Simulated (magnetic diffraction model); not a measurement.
**Moment size from magnetic intensity in Ce2BeCu2**

Space group P4/mbm (no. 127), a = 7.3490 Å, c = 3.5510 Å.

```csv
site,atom,x,y,z
4h,Ce,0.6734,0.1734,1/2
4g,Cu,0.3769,0.1231,0
2a,Be,0,0,0
```

This is a made-up structure (elements placed in a structure type, unrelaxed), so the numbers test the method and describe no known phase.

Only Ce is taken to order (form factors of Ce3+); orders and moment sizes are assumed, and not adapted to the symmetry. Radiation: neutrons of λ = 4.2 Å, 5° to 100°; isotropic B of 0.58 Å² (Ce), 0.65 Å² (Cu) and 0.89 Å² (Be). Simulated constant-wavelength pattern: nuclear and magnetic terms add, the magnetic one as |2.695 fm × Σ f S⊥ exp(2πi Q·r) exp(−B s²)|², summed over all Q at one angle with the factor 1/(sin²θ cos θ). For collinear order S is the moment m, which repeats by lattice and centring translations R with the sign exp(−2πi k·R). Free-ion form factors, Sears's scattering lengths of 1992, no absorption; a label names one of the reflections at its angle. The strongest nuclear line in the range is 100, and lines under 0.2 are left out.

In a first state the assumed order is k = (1/2 0 1/2), collinear moments along [001], 1.3 μB on Ce; signs + at (0.6734, 0.1734, 1/2), − at (0.1734, 0.3266, 1/2), − at (0.8266, 0.6734, 1/2), − at (0.3266, 0.8266, 1/2), with this pattern:

| 2θ (°) | index | nuclear | magnetic |
| --- | --- | --- | --- |
| 38.34 | (1/2 0 1/2) | 0.0 | 3.7 |
| 47.67 | (1 1 0) | 10.2 | 0.0 |
| 51.61 | (1/2 1 1/2) | 0.0 | 28.2 |
| 62.76 | (3/2 0 1/2) | 0.0 | 19.8 |
| 69.71 | (2 0 0) | 7.7 | 0.0 |
| 72.51 | (0 0 1) | 100.0 | 0.0 |
| 72.88 | (3/2 1 1/2) | 0.0 | 7.5 |
| 79.43 | (2 1 0) | 27.3 | 0.0 |
| 82.47 | (1/2 2 1/2) | 0.0 | 17.7 |
| 91.50 | (1 1 1) | 6.2 | 0.0 |

**Question.** Nearer the ordering temperature the line at 51.61° has total intensity 13.8 on the same scale, and all moments have shrunk alike. How large is the Ce moment?

The nuclear part, 0.0, stays, so the magnetic part is 13.8 against 28.2. It goes as m², so m = 1.3 × √(13.8/28.2) = 0.91 μB; the value used was 0.91 μB.

[Logs are printed without paths, hosts, clocks, repeated set-up lines and the standing remarks that a program may print on its own settings, such as how far it seeks lower states.]
